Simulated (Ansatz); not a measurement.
# Work function of Al(111): what the settings cost and change

How far do functional and pseudopotentials move the work function of Al(111), and at what cost?

Program: Ansatz 0.2.0. Level of theory: plane-wave DFT, PBE, Ansatz PAW, in the first sound run; inputs show where later runs differ. Results are calculated unless marked as measured.

Experimental background.

“Properties of real metallic surfaces: Effects of density functional semilocality and van der Waals nonlocality” (2017, arxiv:1702.08515) quotes from earlier work for Al (clean (111) face, a compiled value): work function (clean (111) face, a compiled value) 4.32 eV.

### Step 1. Starting point

The cell holds 7 atoms: 7 Al. Its edges and angles: a = 2.864 Å, b = 2.864 Å, c = 32.030 Å, α = 90.0°, β = 90.0°, γ = 60.0°. Vacuum lies along c.

As a file:

```cif
data_structure
_symmetry_space_group_name_H-M 'P 1'
_symmetry_Int_Tables_number 1
_cell_length_a 2.8638
_cell_length_b 2.8638
_cell_length_c 32.0296
_cell_angle_alpha 90.000
_cell_angle_beta 90.000
_cell_angle_gamma 60.000
_cell_volume 227.49
loop_
_atom_site_label
_atom_site_type_symbol
_atom_site_fract_x
_atom_site_fract_y
_atom_site_fract_z
_atom_site_occupancy
Al1 Al 0.00000 0.00000 0.28099 1
Al2 Al 0.33333 0.33333 0.35399 1
Al3 Al 0.66667 0.66667 0.42700 1
Al4 Al 0.00000 0.00000 0.50000 1
Al5 Al 0.33333 0.33333 0.57300 1
Al6 Al 0.66667 0.66667 0.64601 1
Al7 Al 0.00000 0.00000 0.71901 1
```

### Step 2. Run, setting PBE, Ansatz PAW (420 eV)

A work function rests on the faint tail of the density, so the SCF threshold is tight. PBE on the default files comes first; the next runs keep the geometry and change functional or files, each at the cutoff that its files recommend; a relaxation and, for heavy metals, spin-orbit coupling close the ladder.

The input, input.yaml:

```yaml
crystal:
  lattice:
    - [2.8637824638, 0.0, 0.0]
    - [1.4318912319, 2.4801083646, 0.0]
    - [0.0, 0.0, 32.0296115413]
  atoms:
    - { symbol: Al, position: [0.0, 0.0, 0.2809899829] }
    - { symbol: Al, position: [0.3333333333, 0.3333333333, 0.3539933219] }
    - { symbol: Al, position: [0.6666666667, 0.6666666667, 0.426996661] }
    - { symbol: Al, position: [0.0, 0.0, 0.5] }
    - { symbol: Al, position: [0.3333333333, 0.3333333333, 0.573003339] }
    - { symbol: Al, position: [0.6666666667, 0.6666666667, 0.6460066781] }
    - { symbol: Al, position: [0.0, 0.0, 0.7190100171] }
kpoints:
  mp_grid: { grid: [16, 16, 1] }
hamiltonian:
  xc: pbe
scf:
  occupations: { method: fermi_dirac, width: 0.1 }
  convergence: { dr2_threshold: 1.0e-09 }
efield:
  axis: 3
  dipole_correction: true
  ramp_position: 0.97
  ramp_width: 0.06
output:
  write_potential: true
  write_density: true
  volumetric_format: npy
  elf: true
```

On the command line:

```console
$ ansatz run input.yaml --threads 2 --pin off --max-ram 3072MiB --backend cpu --events-out ev --progress --plain --runs-dir out
```

Numbers of over 12 decimals in the logs are rounded to 6 here.

Output:

```text
Engine: ansatz 0.2.0, aarch64-unknown-linux-gnu
Pseudopotentials: kind: paw
Pseudopotential: Al, paw, valence charge 3, recommended cutoff 420 eV (normal), Al.paw.azcp
Functional definition: PBE
  parameter kappa = 0.804
  parameter beta = 0.066725
  exchange = pbe_x(kappa = kappa, mu = beta*pi^2/3)
  correlation = pbe_c(beta = beta)
Crystal: 7 atoms, lattice volume = 227.490 Å³
Basis set: ecut = 420 eV, 4463 PW (Γ)
Bands: 18, of which v1, the nominal top of the filled ones, is band 11 counted from 1 (10 counted from 0)
Symmetry: 6 space group operations
k-points: 30 of 256 (time reversal used)
Non-local potential: Al, projectors of the file, l = 0: 2, l = 1: 2, l = 2: 1
PAW form: soft (Blöchl's): semilocal exchange-correlation on the pseudo side does not see the compensation charge
PAW one-centre angular grid: Al, 110 points (default); XC on 64 Gauss nodes
Initial density: superposition of atomic densities (neutral atoms: chi_scale 0, normalization atom), corrected by the library's trained network
Initial wavefunctions: pseudopotential atomic-orbital guess
Functional: x = pbe(κ = 0.804, μ = 0.219515), c = pbe(β = 0.066725)
SCF iter   1: F=—  HF=-3761.839399 eV  |F-HF|=—  |Δ(HF+E_count)|=         —  Δρ=1.06e-3  dr2=2.04e-2  ethr=1.77e-3  p=0.000 e·Å  D=2.54e-14 V/Å  ΔV_dip=-0.00 eV  dr2_dipole=4.49e-6  V_vac-E_F(+/−)=3.96/3.96 eV  ⟨swp⟩=9.8  Hψ=4135  notcnv=0  defer=1
efield: sawtooth ramp at fractional position 0.9700 (set: `efield.ramp_position`, or a place that a band, a saddle search or an elastic batch's reference lends), width 0.0600; the density the first Hamiltonian is built on has a dipole p = 0.000 e·Å; the dipole correction subtracts the counter field D = 2.54e-14 V/Å, which shifts the + side's vacuum level by -0.00 eV against the − side's; the planar-averaged density in the ramp window peaks in size at 8.2e-6 e/Å³
preconditioner: auto → LDOS  [metal: Δε(μ)=0.022 eV  Ē_g=6.880 eV  σ=0.100 eV  W_gap=0.06  n_scr=18 (ndim 8)  ℏωp=11.3 eV  f_vac=0.412  D(μ)=2.88/eV (n_scr^D=14)  β→1.0]
SCF iter   2: F=—  HF=-3761.838989 eV  |F-HF|=—  |Δ(HF+E_count)|=   4.10e-4  Δρ=2.83e-4  dr2=3.62e-4  ethr=9.72e-5  p=-0.000 e·Å  D=-1.65e-5 V/Å  ΔV_dip=0.00 eV  dr2_dipole=4.63e-6  V_vac-E_F(+/−)=4.04/4.04 eV  ⟨swp⟩=1.9  Hψ=926  notcnv=0  defer=10
SCF iter   3: F=—  HF=-3761.839027 eV  |F-HF|=—  |Δ(HF+E_count)|=   3.87e-5  Δρ=9.13e-5  dr2=9.67e-5  ethr=1.72e-6  p=0.000 e·Å  D=2.09e-7 V/Å  ΔV_dip=-0.00 eV  dr2_dipole=2.35e-9  V_vac-E_F(+/−)=4.04/4.04 eV  ⟨swp⟩=2.6  Hψ=1082  notcnv=0  defer=10
SCF iter   4: F=—  HF=-3761.839025 eV  |F-HF|=—  |Δ(HF+E_count)|=   2.97e-6  Δρ=2.61e-5  dr2=1.11e-5  ethr=4.61e-7  p=0.000 e·Å  D=2.00e-6 V/Å  ΔV_dip=-0.00 eV  dr2_dipole=3.49e-8  V_vac-E_F(+/−)=4.04/4.04 eV  ⟨swp⟩=1.5  Hψ=632  notcnv=0  defer=10
SCF iter   5: F=—  HF=-3761.839026 eV  |F-HF|=—  |Δ(HF+E_count)|=   1.78e-6  Δρ=5.04e-6  dr2=1.49e-7  ethr=5.29e-8  p=0.000 e·Å  D=5.74e-7 V/Å  ΔV_dip=-0.00 eV  dr2_dipole=2.31e-9  V_vac-E_F(+/−)=4.04/4.04 eV  ⟨swp⟩=2.4  Hψ=734  notcnv=0  defer=10
SCF iter   6: F=—  HF=-3761.839042 eV  |F-HF|=—  |Δ(HF+E_count)|=   1.61e-5  Δρ=1.08e-6  dr2=8.95e-9  ethr=7.12e-10  p=0.000 e·Å  D=1.23e-7 V/Å  ΔV_dip=-0.00 eV  dr2_dipole=6.68e-11  V_vac-E_F(+/−)=4.04/4.04 eV  ⟨swp⟩=2.6  Hψ=991  notcnv=0  defer=10
SCF iter   7: F=—  HF=-3761.839042 eV  |F-HF|=—  |Δ(HF+E_count)|=   4.41e-9  Δρ=2.75e-7  dr2=1.56e-9  ethr=4.76e-12  p=0.000 e·Å  D=9.38e-9 V/Å  ΔV_dip=-0.00 eV  dr2_dipole=6.69e-13  V_vac-E_F(+/−)=4.04/4.04 eV  ⟨swp⟩=8.5  Hψ=2174  notcnv=0
SCF iter   8: F=-3761.839042 eV  HF=-3761.839042 eV  |F-HF|=1.37e-10  |Δ(HF+E_count)|=  7.28e-12  Δρ=1.03e-7  dr2=1.61e-10  ethr=4.76e-12  p=-0.000 e·Å  D=-7.49e-9 V/Å  ΔV_dip=0.00 eV  dr2_dipole=1.50e-13  V_vac-E_F(+/−)=4.04/4.04 eV  ⟨swp⟩=2.3  Hψ=958  notcnv=0
SCF 1 converged in 8 iterations: F = -3761.839042 eV  dr2 = 1.61e-10
  greatest PAW one-centre occupation: 0.463 electrons in one spin orbital (limit 2), on the Al atom at site 0 (counted from 0), in its partial waves of l = 0
WARN: The output density's exchange-correlation potential varies sharply where the density is thin. Do not read a vacuum level from v_tot or v_xc, or from such a field of the output density. On a cell that repeats whose density bears no net charge and no dipole along the vacuum's axis use v_es (v_loc + v_h of the components); under efield.dipole_correction with no amplitude use v_es + v_field, which holds any externa [...]
SCF converged after 8 iterations
Free energy (F): -3761.839042 eV
Harris-Foulkes:  -3761.839042 eV  (|F-HF|=1.37e-10)
Internal energy: -3761.744076 eV  (E = F + TS)
E sigma→0 (E₀):  -3761.791559 eV
Entropy (-TS):   -0.094966 eV (-13.567 meV/atom)
Fermi energy:    2.092448 eV
Dipole field:    D = 0.000000 V/Å  (p = 0.000001 e·Å, saw-weighted, corrected)
Work function:   Φ+ = 4.0389 eV   Φ− = 4.0389 eV
Levels:          The Fermi level and band energies are counted from a zero that moves with the ramp; work functions are not
--- Per-component energies (eV) ---
  E_band       = -45.710220
  E_kinetic    = 155.102881
  E_local      = -7133.620934  (includes V_loc(G=0)·N_el)
  E_nonlocal   = 72.611242
  E_hartree    = 3542.550434
  E_xc         = -275.711253
  E_vxc        = -199.440476  (∫ρ·V_xc dr)
  E_paw        = -3271.150298  (= ΣΔE_a)
  E_vpaw       = -25.463175  (= ΣTr[D̂ρ^β])
  E_aug_tail   = -0.000015  (compensation charges beyond the density's cutoff)
  E_efield     = 0.000000  (sawtooth field / dipole correction)
  E_vefield    = 0.000000  (∫n·V_field dr)
  E_ewald      = 3148.473868
  E_smearing   = -0.094966  (= −TS)
  E_closure    = -0.000000  (closes the sum)
  Σ components = -3761.839042   (vs F -3761.839042, Δ=0.00e0)
--- Band table (eV; the first three rows and the last of 30) ---
  k-point 0: bands = [... 7 lower, -1.7315, 0.0767, 1.9234, 3.7203, 5.1580, 5.8376, 6.6035, 6.6101, ... 3 higher]
  k-point 1: bands = [... 7 lower, -1.6437, 0.1647, 2.0100, 3.8057, 5.2455, 5.9300, 6.6916, 6.7013, ... 3 higher]
  k-point 2: bands = [... 7 lower, -1.3804, 0.4274, 2.2677, 4.0573, 5.5016, 6.2040, 6.9421, 6.9728, ... 3 higher]
  k-point 29: bands = [... 7 lower, -0.2102, 0.2674, 0.3378, 0.5194, 0.9612, 1.2989, 1.7369, 2.5821, ... 3 higher]
```

The job ended after 8.6 s (2 threads of Arm Neoverse V2, shared host; peak memory 0.44 GiB).

Numbers from this step:

| Property | Result |
| --- | --- |
| energy at zero smearing | -3761.7916 eV |
| work function, upper face | 4.039 eV |

Running mean over 2.338 Å of the planar mean; the ramp of the sawtooth is left out. Table of electron's electrostatic potential energy less the Fermi level by z:

```tsv
z (Å)	electron's electrostatic potential energy less the Fermi level (eV)
4	4.04
5	4.03
6	3.95
7	2.94
8	-1.35
9	-4.39
10	-4.57
11	-4.60
12	-4.60
13	-4.60
14	-4.61
15	-4.60
16	-4.61
17	-4.60
18	-4.61
19	-4.60
20	-4.60
21	-4.60
22	-4.58
23	-4.42
24	-1.49
25	2.86
26	3.94
27	4.03
28	4.04
```

ELF in the ca plane at fractional y = 0.000, with atoms of Al within 0.2 Å of it. It is the smooth field of the valence electrons, not physical close to the nuclei.

Ten even steps from '0' (0.00) to '9' (0.73), each cell a mean:
```
43356888850115888875334678887211398631000000
65567887774347778876556788877534898521000000
77777877677877677877777777776789986410000000
88887676667876667678888766766789985310000000
88787776668887667778878777766789986310000000
76678887776567778887667788877667997420000000
54457888862116888875445678887311598631000000
43346788850314888764334577887134289631000000
```
Columns run along c (16.0 Å, from fractional 0.38 to 0.88 of the cell), rows up along a (2.9 Å). Atoms in or near the plane, at fractional coordinates: Al at (0.50, 0.00), Al at (0.72, 0.00).

Valence density in the ca plane at fractional y = 0.000, with atoms of Al within 0.2 Å of it. It is the smooth field of the valence electrons, not physical close to the nuclei.

Ten even steps from '0' (0.00 e/Å³) to '9' (0.21 e/Å³), each cell a mean:
```
65568999984348999987556789899633563100000000
76789998998679989998767899989877863100000000
98899998889998889999889999988999852100000000
99999998778998789999999999877899742100000000
99999998789998789999999999887899752100000000
87789998899899889998778999988989853100000000
76678998996458999987666899999755663100000000
65567889984337998886556788899533564100000000
```
Columns run along c (16.0 Å, from fractional 0.38 to 0.88 of the cell), rows up along a (2.9 Å). Atoms in or near the plane, at fractional coordinates: Al at (0.50, 0.00), Al at (0.72, 0.00).

Electrostatic potential energy in the ca plane at fractional y = 0.000, with atoms of Al within 0.2 Å of it. With pseudopotentials it is smooth inside the atoms' cores, unlike the true potential.

Values in eV, 5 rows by 16 columns, each cell a mean:
```
  3   2   2 -10 -12   0   1   3   2   2  -9 -12  -1   6   6   6
  1  -5  -2  -2  -6   1  -6   0  -4  -2  -1  -6   3   6   6   6
 -1  -9  -4   2   1   1 -11  -1  -8  -5   2   1   5   6   6   6
  2  -2   0  -5 -11   1  -3   2  -2  -1  -5 -11   2   6   6   6
  4   3   2 -10  -9  -1   2   4   3   2  -9  -9  -2   6   6   6
```
Columns run along c (16.0 Å, from fractional 0.38 to 0.88 of the cell; values clipped at the 3rd and 97th percentile), rows up along a (2.9 Å). Atoms in or near the plane, at fractional coordinates: Al at (0.50, 0.00), Al at (0.72, 0.00).

The work function is 4.039 eV.

### Step 3. Run

This step: plane-wave DFT, LDA, Ansatz PAW (Ansatz 0.2.0).

input.yaml, as its differences from that of step 2:

```diff
@@ -16,3 +16,3 @@
 hamiltonian:
-  xc: pbe
+  xc: lda
 scf:
@@ -29,2 +29 @@
   volumetric_format: npy
-  elf: true
```

Output:

```text
[...]
Crystal: 7 atoms, lattice volume = 227.490 Å³
Basis set: ecut = 420 eV, 4463 PW (Γ)
Bands: 18, of which v1, the nominal top of the filled ones, is band 11 counted from 1 (10 counted from 0)
Symmetry: 6 space group operations
k-points: 30 of 256 (time reversal used)
[...]
k-point 0: bands = [... 7 lower, -1.8781, -0.0980, 1.7300, 3.5100, 4.9752, 5.7895, 6.5306, 6.5567, ... 3 higher]
  k-point 1: bands = [... 7 lower, -1.7906, -0.0102, 1.8165, 3.5955, 5.0622, 5.8810, 6.6217, 6.6452, ... 3 higher]
  k-point 2: bands = [... 7 lower, -1.5283, 0.2520, 2.0742, 3.8477, 5.3164, 6.1516, 6.8830, 6.9064, ... 3 higher]
  k-point 29: bands = [... 7 lower, -0.3897, 0.0998, 0.1531, 0.3514, 0.7889, 1.1191, 1.5692, 2.3574, ... 3 higher]
[key lines of the parts left out:]
SCF converged after 7 iterations
Free energy (F): -3589.258400 eV
Fermi energy:    1.908970 eV
Dipole field:    D = -0.000001 V/Å  (p = -0.000002 e·Å, saw-weighted, corrected)
Work function:   Φ+ = 4.2066 eV   Φ− = 4.2065 eV
```

Run time: 8.1 s. Hardware: 2 threads; peak memory 0.43 GiB.

The work function is 4.207 eV, +0.168 eV from the run “PBE, Ansatz PAW (420 eV)”, at 0.94 times its CPU time.

### Step 4. Slab

This step: plane-wave DFT, PBEsol, Ansatz PAW (Ansatz 0.2.0).

input.yaml, as its differences from that of step 3:

```diff
@@ -16,3 +16,3 @@
 hamiltonian:
-  xc: lda
+  xc: pbesol
 scf:
```

Output:

```text
[...]
Crystal: 7 atoms, lattice volume = 227.490 Å³
Basis set: ecut = 420 eV, 4463 PW (Γ)
Bands: 18, of which v1, the nominal top of the filled ones, is band 11 counted from 1 (10 counted from 0)
Symmetry: 6 space group operations
k-points: 30 of 256 (time reversal used)
[...]
k-point 0: bands = [... 7 lower, -1.7867, 0.0186, 1.8597, 3.6633, 5.1482, 5.8633, 6.5999, 6.6173, ... 3 higher]
  k-point 1: bands = [... 7 lower, -1.6989, 0.1065, 1.9463, 3.7486, 5.2351, 5.9557, 6.6885, 6.7081, ... 3 higher]
  k-point 2: bands = [... 7 lower, -1.4357, 0.3692, 2.2039, 3.9999, 5.4889, 6.2300, 6.9415, 6.9771, ... 3 higher]
  k-point 29: bands = [... 7 lower, -0.2661, 0.2107, 0.2826, 0.4653, 0.9064, 1.2409, 1.6818, 2.5227, ... 3 higher]
[key lines of the parts left out:]
SCF converged after 7 iterations
Free energy (F): -3671.013251 eV
Fermi energy:    2.034548 eV
Dipole field:    D = 0.000001 V/Å  (p = 0.000002 e·Å, saw-weighted, corrected)
Work function:   Φ+ = 4.0981 eV   Φ− = 4.0982 eV
```

Elapsed: 7.6 s, on 2 threads; peak memory 0.44 GiB; 15 s of CPU time.

The work function is 4.098 eV, +0.059 eV from the run “PBE, Ansatz PAW (420 eV)”, at 0.90 times its CPU time.

### Step 5. Run

This step: plane-wave DFT, RPBE, Ansatz PAW (Ansatz 0.2.0).

input.yaml, as its differences from that of step 4:

```diff
@@ -16,3 +16,3 @@
 hamiltonian:
-  xc: pbesol
+  xc: rpbe
 scf:
```

Output:

```text
[...]
Crystal: 7 atoms, lattice volume = 227.490 Å³
Basis set: ecut = 420 eV, 4463 PW (Γ)
Bands: 18, of which v1, the nominal top of the filled ones, is band 11 counted from 1 (10 counted from 0)
Symmetry: 6 space group operations
k-points: 30 of 256 (time reversal used)
[...]
k-point 0: bands = [... 7 lower, -1.6649, 0.1608, 2.0151, 3.8106, 5.1904, 5.8120, 6.6174, 6.6210, ... 3 higher]
  k-point 1: bands = [... 7 lower, -1.5770, 0.2487, 2.1016, 3.8960, 5.2786, 5.9043, 6.7046, 6.7128, ... 3 higher]
  k-point 2: bands = [... 7 lower, -1.3133, 0.5115, 2.3590, 4.1474, 5.5373, 6.1782, 6.9520, 6.9860, ... 3 higher]
  k-point 29: bands = [... 7 lower, -0.1228, 0.3461, 0.4278, 0.5970, 1.0411, 1.3853, 1.8127, 2.7015, ... 3 higher]
[key lines of the parts left out:]
SCF converged after 7 iterations
Free energy (F): -3782.492557 eV
Fermi energy:    2.179984 eV
Dipole field:    D = -0.000001 V/Å  (p = -0.000002 e·Å, saw-weighted, corrected)
Work function:   Φ+ = 3.9646 eV   Φ− = 3.9646 eV
```

It took 7.6 s on 2 threads; peak memory 0.44 GiB.

The work function is 3.965 eV, -0.074 eV from the run “PBE, Ansatz PAW (420 eV)”, at 0.90 times its CPU time.

### Step 6. Slab

This step: plane-wave DFT, r2SCAN, Ansatz PAW (Ansatz 0.2.0).

input.yaml, as its differences from that of step 5:

```diff
@@ -16,3 +16,3 @@
 hamiltonian:
-  xc: rpbe
+  xc: r2scan
 scf:
```

Output:

```text
[...]
Crystal: 7 atoms, lattice volume = 227.490 Å³
Basis set: ecut = 500 eV, 5733 PW (Γ), exchange–correlation on 96×96×960 points (64 copies of the dense FFT grid, shifted against one another)
Bands: 18, of which v1, the nominal top of the filled ones, is band 11 counted from 1 (10 counted from 0)
Symmetry: 6 space group operations
[...]
k-point 0: bands = [... 7 lower, -2.0764, -0.0740, 1.9095, 3.8525, 5.4270, 6.0754, 6.8348, 6.8523, ... 3 higher]
  k-point 1: bands = [... 7 lower, -1.9821, 0.0196, 2.0012, 3.9419, 5.5167, 6.1692, 6.9247, 6.9442, ... 3 higher]
  k-point 2: bands = [... 7 lower, -1.6994, 0.2991, 2.2735, 4.2044, 5.7782, 6.4477, 7.1800, 7.2166, ... 3 higher]
  k-point 29: bands = [... 7 lower, -0.3572, 0.1141, 0.2375, 0.3827, 0.8591, 1.2368, 1.6646, 2.7250, ... 3 higher]
[key lines of the parts left out:]
SCF converged after 8 iterations
Free energy (F): -3782.042565 eV
Fermi energy:    2.082853 eV
Dipole field:    D = 0.000000 V/Å  (p = 0.000000 e·Å, saw-weighted, corrected)
Work function:   Φ+ = 4.0864 eV   Φ− = 4.0864 eV
```

Run time: 16 s. Hardware: 2 threads; peak memory 0.86 GiB; 32 s of CPU time.

The work function is 4.086 eV, +0.047 eV from the run “PBE, Ansatz PAW (420 eV)”, at 1.9 times its CPU time.

### Step 7. Run

This step: plane-wave DFT, PBE, JTH PAW (Ansatz 0.2.0).

input.yaml, as its differences from that of step 6:

```diff
@@ -16,3 +16,4 @@
 hamiltonian:
-  xc: r2scan
+  xc: pbe
+  pseudopotentials: { kind: paw, source: jth }
 scf:
```

Output:

```text
[...]
k-point 0: bands = [... 7 lower, -1.7423, 0.0702, 1.9195, 3.7194, 5.1592, 5.8359, 6.6041, 6.6058, ... 3 higher]
  k-point 1: bands = [... 7 lower, -1.6543, 0.1582, 2.0062, 3.8050, 5.2468, 5.9283, 6.6923, 6.6972, ... 3 higher]
  k-point 2: bands = [... 7 lower, -1.3906, 0.4213, 2.2642, 4.0570, 5.5033, 6.2027, 6.9427, 6.9695, ... 3 higher]
  k-point 29: bands = [... 7 lower, -0.2169, 0.2610, 0.3319, 0.5122, 0.9554, 1.2948, 1.7324, 2.5782, ... 3 higher]
[key lines of the parts left out:]
SCF converged after 8 iterations
Free energy (F): -3761.450618 eV
Fermi energy:    2.088991 eV
Dipole field:    D = 0.000000 V/Å  (p = 0.000000 e·Å, saw-weighted, corrected)
Work function:   Φ+ = 4.0412 eV   Φ− = 4.0412 eV
```

Run time: 12 s. Hardware: 2 threads; peak memory 0.54 GiB.

The work function is 4.041 eV, +0.002 eV from the run “PBE, Ansatz PAW (420 eV)”, at 1.4 times its CPU time.

### Step 8. Run

This step: plane-wave DFT, PBE, norm-conserving (Ansatz 0.2.0).

input.yaml, as its differences from that of step 7:

```diff
@@ -17,3 +17,3 @@
   xc: pbe
-  pseudopotentials: { kind: paw, source: jth }
+  pseudopotentials: { kind: nc }
 scf:
```

Output:

```text
[...]
Crystal: 7 atoms, lattice volume = 227.490 Å³
Basis set: ecut = 544.227725 eV, 6709 PW (Γ)
Bands: 18, of which v1, the nominal top of the filled ones, is band 11 counted from 1 (10 counted from 0)
Symmetry: 6 space group operations
k-points: 30 of 256 (time reversal used)
[...]
k-point 0: bands = [... 7 lower, -1.7449, 0.0656, 1.9147, 3.7147, 5.1530, 5.8426, 6.5991, 6.6493, ... 3 higher]
  k-point 1: bands = [... 7 lower, -1.6570, 0.1536, 2.0014, 3.8002, 5.2407, 5.9349, 6.6873, 6.7406, ... 3 higher]
  k-point 2: bands = [... 7 lower, -1.3934, 0.4166, 2.2593, 4.0522, 5.4972, 6.2085, 6.9403, 7.0101, ... 3 higher]
  k-point 29: bands = [... 7 lower, -0.2211, 0.2574, 0.3279, 0.5090, 0.9518, 1.2907, 1.7289, 2.5716, ... 3 higher]
[key lines of the parts left out:]
SCF converged after 8 iterations
Free energy (F): -1170.324736 eV
Fermi energy:    2.083899 eV
Dipole field:    D = -0.000002 V/Å  (p = -0.000002 e·Å, saw-weighted, corrected)
Work function:   Φ+ = 4.0421 eV   Φ− = 4.0420 eV
```

Elapsed: 11 s, on 2 threads; peak memory 0.45 GiB; 21 s of CPU time.

The work function is 4.042 eV, +0.003 eV from the run “PBE, Ansatz PAW (420 eV)”, at 1.3 times its CPU time.

(Part 1 of 2 ends here.)

[Logs are printed without paths, hosts, clocks, repeated set-up lines and the standing remarks that a program may print on its own settings, such as how far it seeks lower states.]

[Hosts, paths, dates, database ids (printed as entryN), source tags and the programs' standing remarks are cut or masked in the printed files.]

[Maps of the electrostatic potential energy from Ansatz leave out the sawtooth potential of an applied field or a dipole correction, so their vacuum need not be flat; planar profiles and work functions include it.]
